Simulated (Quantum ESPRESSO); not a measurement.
# MnCO3 (Rhodochrosite): parallel and opposed starts, part 2 of 2

A self-consistent run ends on one state, which hangs on the start. Several orders of MnCO3 (Rhodochrosite) are started in Quantum ESPRESSO and their energies compared.

Quantum ESPRESSO 7.5; LDA with U = 4 eV on Mn d (ortho-atomic projectors); plane waves with GBRV 1.5 LDA potentials, no spin-orbit coupling.

So far: Starting point; Run 1 (ferro ++).

### Step 3. Run 2, typed as antiferro +−

The input, pw.in:

```
&CONTROL
  calculation = 'scf'
  prefix = 'pwscf'
  outdir = './tmp'
  pseudo_dir = './pseudo'
  disk_io = 'nowf'
/
&SYSTEM
  ibrav = 0
  nat = 10
  ntyp = 4
  ecutwfc = 40
  ecutrho = 280
  nbnd = 50
  occupations = 'smearing'
  smearing = 'fd'
  degauss = 0.00367493
  nspin = 2
  starting_magnetization(1) = 0.3
  starting_magnetization(2) = -0.3
  starting_magnetization(3) = 0
  starting_magnetization(4) = 0
/
&ELECTRONS
  conv_thr = 2d-08
  electron_maxstep = 150
  mixing_beta = 0.3
/
ATOMIC_SPECIES
Mn1    54.9380 mn_lda_v1.5.uspp.F.UPF
Mn2    54.9380 mn_lda_v1.5.uspp.F.UPF
C      12.0110 c_lda_v1.2.uspp.F.UPF
O      15.9990 o_lda_v1.2.uspp.F.UPF
CELL_PARAMETERS angstrom
   2.3865000000    1.3778464174    5.2140000000
  -2.3865000000    1.3778464174    5.2140000000
   0.0000000000   -2.7556928348    5.2140000000
ATOMIC_POSITIONS crystal
Mn1     0.0000000000    0.0000000000    0.0000000000
Mn2     0.5000000000    0.5000000000    0.5000000000
C       0.2500000000    0.2500000000    0.2500000000
C       0.7500000000    0.7500000000    0.7500000000
O       0.5195000000    0.9805000000    0.2500000000
O       0.2500000000    0.5195000000    0.9805000000
O       0.9805000000    0.2500000000    0.5195000000
O       0.4805000000    0.0195000000    0.7500000000
O       0.7500000000    0.4805000000    0.0195000000
O       0.0195000000    0.7500000000    0.4805000000
K_POINTS automatic
6 6 6 0 0 0
HUBBARD {ortho-atomic}
U Mn1-3d 4.0000
U Mn2-3d 4.0000
```

Command:

```
$ OMP_NUM_THREADS=1 mpirun -n 4 pw.x -nk 4 -in pw.in > pw.out
```

What it wrote:

```text
[banner, memory and clock lines left out]
Program PWSCF v.7.5 starts

     Message from routine setup:
     using ibrav=0 with symmetry is DISCOURAGED, use correct ibrav instead

     bravais-lattice index     =            0
     lattice parameter (alat)  =      11.1445  a.u.
     unit-cell volume          =     694.1944 (a.u.)^3
     number of atoms/cell      =           10
     number of atomic types    =            4
     number of electrons       =        74.00
     number of Kohn-Sham states=           50
     kinetic-energy cutoff     =      40.0000  Ry
     charge density cutoff     =     280.0000  Ry
     scf convergence threshold =      2.0E-08
     mixing beta               =       0.3000
     number of iterations used =            8  plain     mixing
     Exchange-correlation= SLA  PZ   NOGX NOGC
                           (   1   1   0   0   0   0   0)
     Hubbard projectors: ortho-atomic
     Hubbard parameters of DFT+U (Dudarev formulation) in eV:
     U(Mn1-3d) =  4.0000
     U(Mn2-3d) =  4.0000

     Internal variables: lda_plus_u =T, lda_plus_u_kind = 0

     Internal variables: orbital_resolved =F, hub_pot_fix =F, apply_U = F

     celldm(1)=  11.144521  celldm(2)=   0.000000  celldm(3)=   0.000000
     celldm(4)=   0.000000  celldm(5)=   0.000000  celldm(6)=   0.000000

     crystal axes: (cart. coord. in units of alat)
               a(1) = (   0.404668   0.233635   0.884114 )
               a(2) = (  -0.404668   0.233635   0.884114 )
               a(3) = (   0.000000  -0.467270   0.884114 )

     reciprocal axes: (cart. coord. in units 2 pi/alat)
               b(1) = (  1.235581  0.713363  0.377025 )
               b(2) = ( -1.235581  0.713363  0.377025 )
               b(3) = ( -0.000000 -1.426726  0.377025 )

     PseudoPot. # 1 for Mn read from file:
     mn_lda_v1.5.uspp.F.UPF
     Pseudo is Ultrasoft + core correction, Zval = 15.0

     PseudoPot. # 2 for Mn read from file:
     mn_lda_v1.5.uspp.F.UPF
     Pseudo is Ultrasoft + core correction, Zval = 15.0

     PseudoPot. # 3 for C  read from file:
     c_lda_v1.2.uspp.F.UPF
     Pseudo is Ultrasoft + core correction, Zval =  4.0

     PseudoPot. # 4 for O  read from file:
     o_lda_v1.2.uspp.F.UPF
     Pseudo is Ultrasoft + core correction, Zval =  6.0

     atomic species   valence    mass     pseudopotential
     Mn1              15.00    54.93800     Mn( 1.00)
     Mn2              15.00    54.93800     Mn( 1.00)
     C                 4.00    12.01100     C ( 1.00)
     O                 6.00    15.99900     O ( 1.00)

     Starting magnetic structure
     atomic species   magnetization
     Mn1             0.300
     Mn2            -0.300
     C               0.000
     O               0.000

      6 Sym. Ops., with inversion, found

   Cartesian axes

     site n.     atom                  positions (alat units)
         1        Mn1    tau(   1) = (   0.0000000   0.0000000   0.0000000  )
         2        Mn2    tau(   2) = (   0.0000000   0.0000000   1.3261717  )
         3        C      tau(   3) = (   0.0000000   0.0000000   0.6630858  )
         4        C      tau(   4) = (   0.0000000   0.0000000   1.9892575  )
         5        O      tau(   5) = (  -0.1865520   0.2336352   1.5472003  )
         6        O      tau(   6) = (  -0.1090580  -0.2783763   1.5472003  )
         7        O      tau(   7) = (   0.2956100   0.0447411   1.5472003  )
         8        O      tau(   8) = (   0.1865520  -0.2336352   1.1051431  )
         9        O      tau(   9) = (   0.1090580   0.2783763   1.1051431  )
        10        O      tau(  10) = (  -0.2956100  -0.0447411   1.1051431  )

     number of k points=    40  Fermi-Dirac smearing, width (Ry)=  0.0037
                       cart. coord. in units 2pi/alat
        k(    1) = (   0.0000000   0.0000000   0.0000000), wk =   0.0046296
        k(    2) = (  -0.0000000  -0.2377876   0.0628375), wk =   0.0277778
        k(    3) = (  -0.0000000  -0.4755752   0.1256750), wk =   0.0277778
        k(    4) = (   0.0000000   0.7133628  -0.1885125), wk =   0.0138889
        k(    5) = (  -0.2059301  -0.1188938   0.1256750), wk =   0.0277778
        [... 35 further k-points ...]

     Dense  grid:    54851 G-vectors     FFT dimensions: (  60,  60,  60)

     Smooth grid:    23739 G-vectors     FFT dimensions: (  45,  45,  45)

     Check: negative core charge=   -0.000031
     Generating pointlists ...
     new r_m :   0.1534 (alat units)  1.7092 (a.u.) for type    1
     new r_m :   0.1534 (alat units)  1.7092 (a.u.) for type    2
     new r_m :   0.0900 (alat units)  1.0027 (a.u.) for type    3
     new r_m :   0.0900 (alat units)  1.0027 (a.u.) for type    4

     Initial potential from superposition of free atoms

     starting charge      72.9998, renormalised to      74.0000

     STARTING HUBBARD OCCUPATIONS:

     =================== HUBBARD OCCUPATIONS ===================
     ------------------------ ATOM    1 ------------------------
     Tr[ns(  1)] (up, down, total) =   5.00000  0.00000  5.00000
     Atomic magnetic moment for atom   1 =   5.00000
     [... lines left out ...]
     ------------------------ ATOM    2 ------------------------
     Tr[ns(  2)] (up, down, total) =   0.00000  5.00000  5.00000
     Atomic magnetic moment for atom   2 =  -5.00000
     [... lines left out ...]
     Number of occupied Hubbard levels =   10.0000

     Atomic wfc used for Hubbard projectors are orthogonalized

     Starting wfcs are   58 randomized atomic wfcs

     Self-consistent Calculation

     iteration #  1     ecut=    40.00 Ry     beta= 0.30
     Davidson diagonalization with overlap
     ethr =  1.00E-02,  avg # of iterations =  3.0

     =================== HUBBARD OCCUPATIONS ===================
     ------------------------ ATOM    1 ------------------------
     Tr[ns(  1)] (up, down, total) =   4.95566  0.13615  5.09181
     Atomic magnetic moment for atom   1 =   4.81951
     [... lines left out ...]
     ------------------------ ATOM    2 ------------------------
     Tr[ns(  2)] (up, down, total) =   0.13615  4.95565  5.09180
     Atomic magnetic moment for atom   2 =  -4.81950
     [... lines left out ...]
     Number of occupied Hubbard levels =   10.1836

     total energy              =    -639.00311736 Ry
     estimated scf accuracy    <       1.23347850 Ry

     total magnetization       =     0.00 Bohr mag/cell
     absolute magnetization    =     9.72 Bohr mag/cell

     iteration #  2     ecut=    40.00 Ry     beta= 0.30
     Davidson diagonalization with overlap
     ethr =  1.67E-03,  avg # of iterations =  2.0

     total energy              =    -639.16573283 Ry
     estimated scf accuracy    <       0.10117881 Ry

     total magnetization       =     0.00 Bohr mag/cell
     absolute magnetization    =     9.67 Bohr mag/cell

     [... further iterations left out ...]

     iteration # 10     ecut=    40.00 Ry     beta= 0.30
     Davidson diagonalization with overlap
     ethr =  7.83E-10,  avg # of iterations =  2.3

     negative rho (up, down):  3.489E-04 3.489E-04

     total energy              =    -639.17529225 Ry
     estimated scf accuracy    <       0.00000009 Ry

     total magnetization       =     0.00 Bohr mag/cell
     absolute magnetization    =     9.68 Bohr mag/cell

     iteration # 11     ecut=    40.00 Ry     beta= 0.30
     Davidson diagonalization with overlap
     ethr =  1.17E-10,  avg # of iterations =  2.0

     negative rho (up, down):  3.488E-04 3.488E-04

     Magnetic moment per site  (integrated on atomic sphere of radius R)
     atom   1 (R=0.153)  charge= 12.4858  magn=  4.2571
     atom   2 (R=0.153)  charge= 12.4858  magn= -4.2571
     atom   3 (R=0.090)  charge=  1.3071  magn=  0.0000
     atom   4 (R=0.090)  charge=  1.3071  magn=  0.0000
     atom   5 (R=0.090)  charge=  3.2993  magn= -0.0000
     atom   6 (R=0.090)  charge=  3.2993  magn= -0.0000
     atom   7 (R=0.090)  charge=  3.2993  magn= -0.0000
     atom   8 (R=0.090)  charge=  3.2993  magn= -0.0000
     atom   9 (R=0.090)  charge=  3.2993  magn= -0.0000
     atom  10 (R=0.090)  charge=  3.2993  magn= -0.0000

     End of self-consistent calculation

     =================== HUBBARD OCCUPATIONS ===================
     ------------------------ ATOM    1 ------------------------
     Tr[ns(  1)] (up, down, total) =   4.97444  0.22574  5.20018
     Atomic magnetic moment for atom   1 =   4.74870
     [... lines left out ...]
     ------------------------ ATOM    2 ------------------------
     Tr[ns(  2)] (up, down, total) =   0.22574  4.97444  5.20018
     Atomic magnetic moment for atom   2 =  -4.74870
     [... lines left out ...]
     Number of occupied Hubbard levels =   10.4004

     [... lines left out ...]
     the Fermi energy is     8.7160 ev

!    total energy              =    -639.17529227 Ry
     estimated scf accuracy    <          5.3E-09 Ry
     smearing contrib. (-TS)   =       0.00000000 Ry
     internal energy E=F+TS    =    -639.17529227 Ry

     The total energy is F=E-TS. E is the sum of the following terms:
     one-electron contribution =    -329.28015024 Ry
     hartree contribution      =     199.02778614 Ry
     xc contribution           =    -103.28784947 Ry
     ewald contribution        =    -405.70434535 Ry
     Hubbard energy            =       0.06926664 Ry

     total magnetization       =    -0.00 Bohr mag/cell
     absolute magnetization    =     9.68 Bohr mag/cell

     convergence has been achieved in  11 iterations
```

Wall time 62 s (4 MPI ranks of Intel Xeon Platinum 8488C (Sapphire Rapids), shared host); peak memory 0.74 GiB; 4.1 min of CPU time.

Spin moment in the atom's sphere by atom:

```
atom  spin moment in the atom's sphere (μB)
 Mn1                                   4.26
 Mn2                                  -4.26
  C3                                   0.00
  C4                                   0.00
  O5                                   0.00
  O6                                   0.00
  O7                                   0.00
  O8                                   0.00
  O9                                   0.00
 O10                                   0.00
```

This step gave:

- smearing term TS: 0 eV
- magnetization: 0 μB
- absolute magnetization: 9.68 μB
- final state: antiferromagnetic

### Step 4. The states side by side

An order is kept where moments of 0.15 μB or more survive with the typed signs; meshes match where a doubled cell samples the same k points as the first cell.

Orders:

```
       start        final state  typed order kept  energy over the lowest (meV a seeded atom)  largest site moment (μB)  net moment (μB a cell of the first run)  mesh matched  CPU time (s)
    ferro ++      ferromagnetic               yes                                       14.24                     4.266                                       10           yes         232.7
antiferro +-  antiferromagnetic               yes                                           0                     4.257                                        0           yes         245.6
```

### Step 5. Occupations of the corrected shells in the lowest state

Occupations of the Hubbard shells:

```
block  type  shell  spin  electrons             occupation numbers
    1   Mn1     3d    up      4.974  0.991 0.991 0.997 0.998 0.998
    1   Mn1     3d  down     0.2257  0.016 0.016 0.023 0.085 0.085
    2   Mn2     3d    up     0.2257  0.016 0.016 0.023 0.085 0.085
    2   Mn2     3d  down      4.974  0.991 0.991 0.997 0.998 0.998
```

### Step 6. What came out

```json
{"lowest state found": "antiferromagnetic (from antiferro +-)", "largest site moment": "4.26 μB", "next state with moments": "ferromagnetic, 14.2 meV a seeded atom higher"}
```

In words: Only these 2 starts were compared; other wavevectors, canted and longer-period orders were not.

[Logs and program files are shortened in this print: banners, set-up blocks, solver, clock and traceback lines can be left out without a mark of their own.]

[Logs are printed without paths, hosts, clocks, repeated set-up lines and the standing remarks that a program may print on its own settings, such as how far it seeks lower states.]

[Hosts, paths, dates, database ids (printed as entryN), source tags and the programs' standing remarks are cut or masked in the printed files.]

[Where a cell is said to come from a database of computed structures, the database is the Materials Project.]
